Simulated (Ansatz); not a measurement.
# CeO2 (Fm-3m): phonons and vibrational spectra, part 2 of 3

Wanted: phonon frequencies of CeO2 (Fm-3m) and what follows from them.

Ansatz 0.2.0; DFT PBE+U, scalar-relativistic, plane waves, PAW.

So far: The starting structure; Bringing the structure to rest, k-mesh 6×6×6.

## Step 3: Relaxation, k-mesh 8×8×8

The relaxation is repeated from its end, on the mesh and smearing that suit the cell and gap now reached.

File input.yaml:

```yaml
crystal:
  lattice:
    - [0.0, 2.7358725558, 2.7358725558]
    - [2.7358725558, 0.0, 2.7358725558]
    - [2.7358725558, 2.7358725558, 0.0]
  atoms:
    - { symbol: Ce, position: [0.0, 0.0, 0.0] }
    - { symbol: O, position: [0.25, 0.25, 0.25] }
    - { symbol: O, position: [0.75, 0.75, 0.75] }
kpoints:
  mp_grid: { grid: [8, 8, 8] }
hamiltonian:
  xc: pbe
  hubbard: { sites: [{ species: Ce, l: f, u_eff: 5.0 }] }
scf:
  occupations: { method: gaussian, width: 0.02 }
output:
  forces: true
  stress: true
  eigenvalues: true
relax:
  adjacent_minimum: "off"
  f_tol: 0.005
  max_steps: 80
  cell: { stress_tol: 0.05 }
```

The run is started by

```
ansatz run input.yaml --threads 4 --pin off --max-ram 14336MiB --backend cpu --events-out ev --progress --plain --runs-dir out
```

Numbers of over 12 decimals in the logs are rounded to 6 here.

The log of the run:

```text
[...]
Crystal: 3 atoms, lattice volume = 40.956 Å³
Basis set: ecut = 420 eV, 821 PW (Γ), exchange–correlation on 54×54×54 points (8 copies of the dense FFT grid, shifted against one another)
Bands: 16, of which v1, the nominal top of the filled ones, is band 12 counted from 1 (11 counted from 0)
Symmetry: 48 space group operations
[...]
k-points: 29 of 512
[...]
Occupation matrices written to <dir>
--- Relaxed structure (1 steps of the walk, 1 accepted, 1 SCFs on fresh bases) ---
[...]
cell:  # Å, volume = 40.9560 Å³
    - [0.0, 2.7358725558, 2.7358725558]
    - [2.7358725558, 0.0, 2.7358725558]
    - [2.7358725558, 2.7358725558, 0.0]
  atoms:
    - { symbol: Ce, position: [0.0, 0.0, 0.0] }
    - { symbol: O, position: [0.25, 0.25, 0.25] }
    - { symbol: O, position: [0.75, 0.75, 0.75] }
[key lines of the parts left out:]
SCF converged after 5 iterations
Free energy (F): -7713.871777 eV
Fermi energy:    12.132143 eV
P = ⅓ Tr σ = 0.0121 GPa (0.121 kbar)
```

Run time: 2.5 s. Hardware: 4 threads of Arm Neoverse V1, shared host; peak memory 0.36 GiB.

Little changed from the start: no atom moved by 0.005 Å and no cell edge by 0.1 %.

This step gave:

| Property | Result |
| --- | --- |
| pressure | 0.01212 GPa |
| gap on the k-mesh | 2.267 eV |
| direct gap on mesh | 2.423 eV |

In this step the volume went from 13.65 to 13.65 Å³/atom.

## Step 4: Tight relaxation

Phonons need a cell at rest on their own settings, so the relaxation is repeated with tight tolerances on forces and stress on the k mesh and occupations of the first response run.

Changes to input.yaml since step 3:

```diff
@@ -15,3 +15,3 @@
 scf:
-  occupations: { method: gaussian, width: 0.02 }
+  occupations: { method: fixed }
 output:
@@ -22,4 +22,4 @@
   adjacent_minimum: "off"
-  f_tol: 0.005
-  max_steps: 80
-  cell: { stress_tol: 0.05 }
+  f_tol: 0.001
+  max_steps: 60
+  cell: { stress_tol: 0.01 }
```

The log of the run:

```text
[...]
Crystal: 3 atoms, lattice volume = 40.956 Å³
Basis set: ecut = 420 eV, 821 PW (Γ), exchange–correlation on 54×54×54 points (8 copies of the dense FFT grid, shifted against one another)
Bands: 16, of which v1, the nominal top of the filled ones, is band 12 counted from 1 (11 counted from 0)
Symmetry: 48 space group operations
[...]
k-points: 29 of 512
[...]
Occupation matrices written to <dir>
--- Relaxed structure (3 steps of the walk, 3 accepted, 1 SCFs on fresh bases) ---
[...]
cell:  # Å, volume = 40.9587 Å³
    - [0, 2.735932, 2.735932]
    - [2.735932, 0, 2.735932]
    - [2.735932, 2.735932, 0]
  atoms:
    - { symbol: Ce, position: [0, 0, 0] }
    - { symbol: O, position: [0.25, 0.25, 0.25] }
    - { symbol: O, position: [0.750000, 0.750000, 0.750000] }
[key lines of the parts left out:]
SCF converged after 5 iterations
Free energy (F): -7713.871768 eV
Fermi energy:    10.997532 eV
P = ⅓ Tr σ = 0.0003 GPa (0.003 kbar)
```

The job ended after 3 s (4 threads; peak memory 0.36 GiB; 10 s of CPU time).

Little changed from the start: no atom moved by 0.005 Å and no cell edge by 0.1 %.

This step gave:

```
pressure : 3.49e-4 GPa
```

The forces vanish by symmetry and the pressure is 0.000 GPa, within the tolerances set. The cell now holds 13.65 Å³/atom.

## Step 5: Zone-centre response

The zone centre comes first: it holds the modes that light can see, as far as symmetry allows. The response to a homogeneous field gives the Born charges and the dielectric tensor.

File input.yaml:

```yaml
crystal:
  lattice:
    - [0.0, 2.7359315297, 2.7359315297]
    - [2.7359315297, 0.0, 2.7359315297]
    - [2.7359315297, 2.7359315297, 0.0]
  atoms:
    - { symbol: Ce, position: [0.0, 0.0, 0.0] }
    - { symbol: O, position: [0.25, 0.25, 0.25] }
    - { symbol: O, position: [0.75, 0.75, 0.75] }
kpoints:
  mp_grid: { grid: [8, 8, 8] }
hamiltonian:
  xc: pbe
  hubbard: { sites: [{ species: Ce, l: f, u_eff: 5.0 }] }
scf:
  occupations: { method: fixed }
  convergence: { dr2_threshold: 1.0e-10 }
output:
  eigenvalues: true
phonons:
  method: dfpt
  dielectric: true
  rigid_motions: translations
```

The log of the run:

```text
[...]
Crystal: 3 atoms, lattice volume = 40.959 Å³
Basis set: ecut = 420 eV, 821 PW (Γ), exchange–correlation on 54×54×54 points (8 copies of the dense FFT grid, shifted against one another)
Bands: 16, of which v1, the nominal top of the filled ones, is band 12 counted from 1 (11 counted from 0)
Symmetry: 48 space group operations
k-points: 95 of 512 (irreducible under 4 space group operations, time reversal used)
[...]
SCF iter   1: F=—  HF=-7718.141877 eV  |F-HF|=—  |Δ(HF+E_count)|=         —  Δρ=2.15e-1  dr2=1.15e1  ethr=3.10e-3  ⟨swp⟩=3.0  Hψ=6688  notcnv=0  defer=70
[...]
SCF iter  15: F=-7713.871768 eV  HF=-7713.871768 eV  |F-HF|=4.55e-12  |Δ(HF+E_count)|=  4.91e-11  Δρ=8.44e-8  dr2=3.08e-12  ethr=1.00e-12  ⟨swp⟩=4.7  Hψ=7784  notcnv=0
SCF 1 converged in 15 iterations: F = -7713.871768 eV  dr2 = 3.08e-12
[...]
DFPT response loops at Γ: preconditioner auto → none (the input reference at scf.mixing.eps_inf says where Resta's filter doesn't serve); β = 0.50; Broyden in place of MSR1
── the response to a field inside a basis, on 8×8×8 k-points: an SCF that follows is theirs, and a resumed run solves both again ──
Bands: 13, of which v1, the nominal top of the filled ones, is band 12 counted from 1 (11 counted from 0)
k-points: 60 of 512 (irreducible under 12 space group operations)
[...]
Eigensolver: Dense (60 Hₖ)
SCF iter   1: F=—  HF=-7713.871038 eV  |F-HF|=—  |Δ(HF+E_count)|=         —  Δρ=4.89e-4  dr2=1.70e-5  ethr=1.00e-1
[...]
SCF iter   7: F=-7713.871047 eV  HF=-7713.871047 eV  |F-HF|=9.09e-12  |Δ(HF+E_count)|=  1.00e-11  Δρ=1.31e-7  dr2=7.87e-12  ethr=1.00e-12
SCF 1 converged in 7 iterations: F = -7713.871047 eV  dr2 = 7.87e-12
[...]
SCF converged after 15 iterations
Free energy (F): -7713.871768 eV
[...]
Internal energy: -7713.871768 eV  (E = F + TS)
E sigma→0 (E₀):  -7713.871768 eV
Fermi energy:    10.997533 eV
[...]
--- Band table (eV; the first three rows and the last of 95) ---
  k-point 0: bands = [... 8 lower, 7.1311, 10.5868, 10.5868, 10.5868, 13.2917, 13.6775, 13.6775, 13.6775]
  k-point 1: bands = [... 8 lower, 7.5119, 10.4068, 10.4920, 10.4920, 13.3104, 13.6609, 13.6609, 13.6785]
  k-point 2: bands = [... 8 lower, 8.4173, 10.0647, 10.3228, 10.3228, 13.3645, 13.5967, 13.5967, 13.6809]
  k-point 94: bands = [... 8 lower, 9.8987, 9.8987, 10.2812, 10.3929, 13.3585, 13.4807, 13.4807, 13.6966]
Occupation matrices written to <dir>
--- Phonons (Γ-DFPT): 2 representative perturbations + reference, on 95 of 512 k-points (Σ response iterations 20) ---
  k mesh reduced under 4 symmetry operations, with k and −k counted as one. Each operation leaves every solved perturbation unchanged. A smaller set is not considered because the run has a Hubbard term
  ASR residual: 7.098e-5 → 0.000e0 eV/Å²; symmetrization residual: 5.203e-8 eV/Å²
  ASR residual per site (eV/Å²): 4.01e-5 7.10e-5 7.10e-5
  Γ frequencies (cm⁻¹): 0.00 0.00 0.00 258.59 258.59 258.59 430.97 430.97 430.97
  ε∞ (high-frequency dielectric tensor):
        6.508309     0.000000     0.000000
        0.000000     6.508309    -0.000000
        0.000000    -0.000000     6.508309
  ε⁰ (static dielectric tensor: ions relaxed, cell fixed):
       27.549092     0.000000    -0.000000
        0.000000    27.549092    -0.000000
       -0.000000    -0.000000    27.549092
  ε⁰ − ε∞ (ionic part):
       21.040782     0.000000    -0.000000
        0.000000    21.040782    -0.000000
       -0.000000    -0.000000    21.040782
  softest optical mode at Γ: 258.59 cm⁻¹; the repairs (sum rule, projections) moved no ω² at Γ by more than (1.10 cm⁻¹)²
  Born effective charges Z* (e; rows j = field, columns β = displacement):
    site 0:
         5.52339   -0.00000    0.00000
         0.00000    5.52339   -0.00000
        -0.00000    0.00000    5.52339
    site 1:
        -2.76170    0.00000   -0.00000
        -0.00000   -2.76170    0.00000
         0.00000   -0.00000   -2.76170
    site 2:
        -2.76170    0.00000   -0.00000
        -0.00000   -2.76170    0.00000
         0.00000   -0.00000   -2.76170
  Z* charge neutrality: 6.141e-4 e pre-enforcement
  solved inside a basis spanned on kpoints, on 8×8×8 k-points, its susceptibility summed on 12×12×12: ε∞ is read to err by 1.9e-2, Z* by 1.8e-2 e (field_mesh: kpoints solves on kpoints); Z* is corrected for what the basis lacks
  optical modes at Γ without the LO–TO term, one row a degenerate level:
      ω (cm⁻¹)  modes    IR ((D/Å)²/amu)
        258.59      3            81.0590
        430.97      3             0.0000
  optical modes at Γ + LO–TO along q̂ = [1.0000, 0.0000, 0.0000]:
      ω (cm⁻¹)  modes    IR ((D/Å)²/amu)
        258.59      2            54.0393
        430.97      3             0.0000
        532.03      1            27.0197
  optical modes at Γ + LO–TO along q̂ = [0.0000, 1.0000, 0.0000]:
      ω (cm⁻¹)  modes    IR ((D/Å)²/amu)
        258.59      2            54.0393
        430.97      3             0.0000
        532.03      1            27.0197
  optical modes at Γ + LO–TO along q̂ = [0.0000, 0.0000, 1.0000]:
      ω (cm⁻¹)  modes    IR ((D/Å)²/amu)
        258.59      2            54.0393
        430.97      3             0.0000
        532.03      1            27.0197
```

Run time: 34 s. Hardware: 4 threads; peak memory 0.67 GiB; 2.1 min of CPU time.

In the SCF lines HF is the Harris–Foulkes energy and dr2 the Hartree energy of the density residual, in eV; the loop may stop once dr2 is under the threshold and the program's other checks hold. Hψ counts applications of the Hamiltonian.

Numbers from this step:

```yaml
sum_rule_residual_before_enforcement: 7.10e-5 eV/Å²
miss_of_the_charge_sum_rule: 6.14e-4 e
estimated_error_of_the_dielectric_tensor: 0.01866
estimated_error_of_the_born_charges: 0.01848 e
point_group: m-3m
highest_optical_mode_at_the_zone_centre_no_lo_to_term: 431.0 cm⁻¹
lowest_optical_zone_centre_mode: 258.6 cm⁻¹
mean_high_frequency_dielectric_constant: 6.508
largest_born_charge_third_of_the_trace: 5.523 e
mean_static_dielectric_constant: 27.55
top_of_the_zone_centre_spectrum_with_the_field: 532.0 cm⁻¹
```

Without the LO-TO term. Patterns of degenerate modes are one choice out of their space. The modes at Γ (shares of kinetic energy by element, %):

```csv
mode,frequency (cm⁻¹),symmetry,Ce %,O %
1,0.0,acoustic,81,19
2,0.0,acoustic,81,19
3,0.0,acoustic,81,19
4,258.6,T1u,19,81
5,258.6,T1u,19,81
6,258.6,T1u,19,81
7,431.0,T2g,0,100
8,431.0,T2g,0,100
9,431.0,T2g,0,100
```

Displacements in mode 6 (258.6 cm⁻¹), the largest set to 1:
```
Ce1 -0.12 -0.23 -0.10
O2   0.53  1.00  0.44
O3   0.53  1.00  0.44
```

Displacements in mode 7 (431.0 cm⁻¹), the largest set to 1:
```
Ce1  0.00  0.00  0.00
O2  -0.27 -0.20 -1.00
O3   0.27  0.20  1.00
```

Optical modes at the zone centre, without and with the macroscopic field of the longitudinal modes; each column is sorted by frequency, so a row need not hold one and the same mode. Modes with and without the field, by row:

| rank among optical modes | no field (cm⁻¹) | q along (1, 0, 0) (cm⁻¹) |
| --- | --- | --- |
| 1 | 258.6 | 258.6 |
| 2 | 258.6 | 258.6 |
| 3 | 258.6 | 431 |
| 4 | 431 | 431 |
| 5 | 431 | 431 |
| 6 | 431 | 532 |

Born charge (rows field, columns displacement) (e), principal values of the symmetric part by kind of site:

```csv
atom,atoms with these values,low,middle,high,mean
Ce1,1,5.52,5.52,5.52,5.52
O2,2,-2.76,-2.76,-2.76,-2.76
```

In full for Ce1:

```
5.52 0.00 0.00
0.00 5.52 0.00
0.00 0.00 5.52
```

High-frequency dielectric tensor:

```
6.51 0.00 0.00
0.00 6.51 0.00
0.00 0.00 6.51
```

Static dielectric tensor (ions relaxed, fixed cell):

```
27.55  0.00  0.00
 0.00 27.55  0.00
 0.00  0.00 27.55
```

Transverse modes. Lines of the infrared spectrum (strongest = 100):

```
position (cm⁻¹)  label  relative intensity
            259    T1u                 100
            431    T2g                 0.0
```

Before it was imposed, the acoustic sum rule was missed by 7.1e-5 eV/Å² and the charge sum rule by 6.1e-4 e. Small misses are needed for a sound result but don't prove that mesh and cutoff are converged. The lowest optical mode is real, 259 cm⁻¹.

(Part 2 of 3 ends here.)

[Logs are printed without paths, hosts, clocks, repeated set-up lines and the standing remarks that a program may print on its own settings, such as how far it seeks lower states.]

[Hosts, paths, dates, database ids (printed as entryN), source tags and the programs' standing remarks are cut or masked in the printed files.]
